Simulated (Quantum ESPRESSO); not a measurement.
# MnS: which magnetic order is lowest, part 3 of 3

Does MnS prefer parallel or opposed moments?

Quantum ESPRESSO 7.5; PBE with U = 4 eV on Mn d (ortho-atomic projectors); plane waves with GBRV 1.5 PBE potentials, no spin-orbit coupling.

So far, absolute magnetization (μB): step 3 (start 2: antiferro q=(0,1/2,1/2) +−) 9.72; step 4 (another cell shape, k-mesh 10×10×5) 9.47; step 7 (another cell shape, k-mesh 10×10×5, Kohn–Sham states 34) 9.47.

The database entry behind the starting cell differs from later determinations by our own check (an axis about 0.2 % short against later determinations), so it need not match the best structure at ambient conditions.

### Step 8. Another way to count moments

Level of this step: PBE with U = 4 eV on Mn d (ortho-atomic projectors); plane waves with GBRV 1.5 PBE potentials, no spin-orbit coupling, projections on orthogonalised atomic orbitals (Quantum ESPRESSO).

projwfc.x projects the saved states on orthogonalised atomic orbitals of the pseudopotential files.

The program printed:

```text
[banner, memory and clock lines left out]
Program PROJWFC v.7.5 starts

     [... lines left out ...]
     IMPORTANT: XC functional enforced from input :
     Exchange-correlation= PBE
                           (   1   4   3   4   0   0   0)
     Any further DFT definition will be discarded
     Please, verify this is what you really want

     G-vector sticks info

     Check: negative core charge=   -0.000037

     negative rho (up, down):  2.671E-04 4.961E-04

     Gaussian broadening (read from input): ngauss,degauss=   0    0.010000

     Calling projwave ....

  Problem Sizes
  natomwfc =           34
  nbnd     =           34
  nkstot   =          116
  npwx     =         2051
  nkb      =           72

     Atomic states used for projection
     (read from pseudopotential files):

     state #   1: atom   1 (Mn1), wfc  1 (l=0 m= 1)
     state #   2: atom   1 (Mn1), wfc  2 (l=1 m= 1)
     state #   3: atom   1 (Mn1), wfc  2 (l=1 m= 2)
     state #   4: atom   1 (Mn1), wfc  2 (l=1 m= 3)
     state #   5: atom   1 (Mn1), wfc  3 (l=0 m= 1)
     state #   6: atom   1 (Mn1), wfc  4 (l=2 m= 1)
     state #   7: atom   1 (Mn1), wfc  4 (l=2 m= 2)
     state #   8: atom   1 (Mn1), wfc  4 (l=2 m= 3)
     state #   9: atom   1 (Mn1), wfc  4 (l=2 m= 4)
     state #  10: atom   1 (Mn1), wfc  4 (l=2 m= 5)
     state #  11: atom   1 (Mn1), wfc  5 (l=1 m= 1)
     state #  12: atom   1 (Mn1), wfc  5 (l=1 m= 2)
     state #  13: atom   1 (Mn1), wfc  5 (l=1 m= 3)
     state #  14: atom   2 (Mn2), wfc  1 (l=0 m= 1)
     state #  15: atom   2 (Mn2), wfc  2 (l=1 m= 1)
     state #  16: atom   2 (Mn2), wfc  2 (l=1 m= 2)
     state #  17: atom   2 (Mn2), wfc  2 (l=1 m= 3)
     state #  18: atom   2 (Mn2), wfc  3 (l=0 m= 1)
     state #  19: atom   2 (Mn2), wfc  4 (l=2 m= 1)
     state #  20: atom   2 (Mn2), wfc  4 (l=2 m= 2)
     state #  21: atom   2 (Mn2), wfc  4 (l=2 m= 3)
     state #  22: atom   2 (Mn2), wfc  4 (l=2 m= 4)
     state #  23: atom   2 (Mn2), wfc  4 (l=2 m= 5)
     state #  24: atom   2 (Mn2), wfc  5 (l=1 m= 1)
     state #  25: atom   2 (Mn2), wfc  5 (l=1 m= 2)
     state #  26: atom   2 (Mn2), wfc  5 (l=1 m= 3)
     state #  27: atom   3 (S  ), wfc  1 (l=0 m= 1)
     state #  28: atom   3 (S  ), wfc  2 (l=1 m= 1)
     state #  29: atom   3 (S  ), wfc  2 (l=1 m= 2)
     state #  30: atom   3 (S  ), wfc  2 (l=1 m= 3)
     state #  31: atom   4 (S  ), wfc  1 (l=0 m= 1)
     state #  32: atom   4 (S  ), wfc  2 (l=1 m= 1)
     state #  33: atom   4 (S  ), wfc  2 (l=1 m= 2)
     state #  34: atom   4 (S  ), wfc  2 (l=1 m= 3)

 [... projections of the bands left out ...]

Lowdin Charges:

     Atom #   1: total charge =  14.9001, s =  2.4620, p =  7.1707, d =  5.2673,
                 spin up      =   9.8172, s =  1.2505,
                 spin up      =   9.8172, p =  3.6004, pz=  1.2001, px=  1.2001, py=  1.2001,
                 spin up      =   9.8172, d =  4.9663, dz2=  0.9898, dxz=  0.9956, dyz=  0.9956, dx2-y2=  0.9898, dxy=  0.9956,
                 spin down    =   5.0829, s =  1.2115,
                 spin down    =   5.0829, p =  3.5703, pz=  1.1901, px=  1.1901, py=  1.1901,
                 spin down    =   5.0829, d =  0.3011, dz2=  0.1172, dxz=  0.0222, dyz=  0.0222, dx2-y2=  0.1172, dxy=  0.0222,
                 polarization =   4.7344, s =  0.0390, p =  0.0302, d =  4.6652,
     Atom #   2: total charge =  14.9001, s =  2.4620, p =  7.1707, d =  5.2674,
                 spin up      =   5.0829, s =  1.2115,
                 spin up      =   5.0829, p =  3.5703, pz=  1.1901, px=  1.1901, py=  1.1901,
                 spin up      =   5.0829, d =  0.3011, dz2=  0.1172, dxz=  0.0222, dyz=  0.0222, dx2-y2=  0.1172, dxy=  0.0222,
                 spin down    =   9.8172, s =  1.2505,
                 spin down    =   9.8172, p =  3.6004, pz=  1.2001, px=  1.2001, py=  1.2001,
                 spin down    =   9.8172, d =  4.9663, dz2=  0.9898, dxz=  0.9956, dyz=  0.9956, dx2-y2=  0.9898, dxy=  0.9956,
                 polarization =  -4.7344, s = -0.0390, p = -0.0302, d = -4.6652,
     Atom #   3: total charge =   6.0686, s =  1.5308, p =  4.5377, d =  0.0000,
                 spin up      =   3.0343, s =  0.7654,
                 spin up      =   3.0343, p =  2.2689, pz=  0.7563, px=  0.7563, py=  0.7563,
                 spin up      =   3.0343, d =  0.0000, dz2=  0.0000, dxz=  0.0000, dyz=  0.0000, dx2-y2=  0.0000, dxy=  0.0000,
                 spin down    =   3.0343, s =  0.7654,
                 spin down    =   3.0343, p =  2.2689, pz=  0.7563, px=  0.7563, py=  0.7563,
                 spin down    =   3.0343, d =  0.0000, dz2=  0.0000, dxz=  0.0000, dyz=  0.0000, dx2-y2=  0.0000, dxy=  0.0000,
                 polarization =  -0.0000, s = -0.0000, p = -0.0000, d =  0.0000,
     Atom #   4: total charge =   6.0686, s =  1.5308, p =  4.5377, d =  0.0000,
                 spin up      =   3.0343, s =  0.7654,
                 spin up      =   3.0343, p =  2.2689, pz=  0.7563, px=  0.7563, py=  0.7563,
                 spin up      =   3.0343, d =  0.0000, dz2=  0.0000, dxz=  0.0000, dyz=  0.0000, dx2-y2=  0.0000, dxy=  0.0000,
                 spin down    =   3.0343, s =  0.7654,
                 spin down    =   3.0343, p =  2.2689, pz=  0.7563, px=  0.7563, py=  0.7563,
                 spin down    =   3.0343, d =  0.0000, dz2=  0.0000, dxz=  0.0000, dyz=  0.0000, dx2-y2=  0.0000, dxy=  0.0000,
                 polarization =  -0.0000, s = -0.0000, p = -0.0000, d =  0.0000,
     Spilling Parameter:   0.0015
```

It took 2.7 s on 2 MPI ranks of Arm Neoverse V1, shared host; peak memory 0.12 GiB.

```
atom  moment in the sphere (μB)  Löwdin moment (μB)  Löwdin charge (e)
 Mn1                      4.426               4.734             14.900
 Mn2                     -4.425              -4.734             14.900
  S3                      0.000               0.000              6.069
  S4                      0.000               0.000              6.069
```

### Step 9. Occupations of the corrected shells in the lowest state

Occupations of the Hubbard shells:

```csv
block,type,shell,spin,electrons,occupation numbers
1,Mn1,3d,up,4.966,0.990 0.990 0.996 0.996 0.996
1,Mn1,3d,down,0.3011,0.022 0.022 0.022 0.117 0.117
2,Mn2,3d,up,0.3011,0.022 0.022 0.022 0.117 0.117
2,Mn2,3d,down,4.966,0.990 0.990 0.996 0.996 0.996
```

### Step 10. Results

```yaml
lowest_state_found: antiferromagnetic (from antiferro q=(0,0,1/2) +-)
largest_site_moment: 4.43 μB
next_state_with_moments: antiferromagnetic, 35.2 meV a seeded atom higher
j_of_the_weightiest_shell: -3.38 meV
```

**Reading.** The largest moment changes by 1.8 % between the kept orders, as for well localised moments. The largest moment reads 4.43 μB in the sphere and 4.73 μB by Löwdin projection; a site moment hangs on how space is shared out. This is the lowest of 3 collinear or spinless starts, no proof of the ground state. Energies are free energies at an electronic temperature of 1160 K, which lowers moments and differences where the moments are itinerant.

[Logs and program files are shortened in this print: banners, set-up blocks, solver, clock and traceback lines can be left out without a mark of their own.]

[Logs are printed without paths, hosts, clocks, repeated set-up lines and the standing remarks that a program may print on its own settings, such as how far it seeks lower states.]

[Hosts, paths, dates, database ids (printed as entryN), source tags and the programs' standing remarks are cut or masked in the printed files.]

[Where a cell is said to come from a database of computed structures, the database is the Materials Project.]
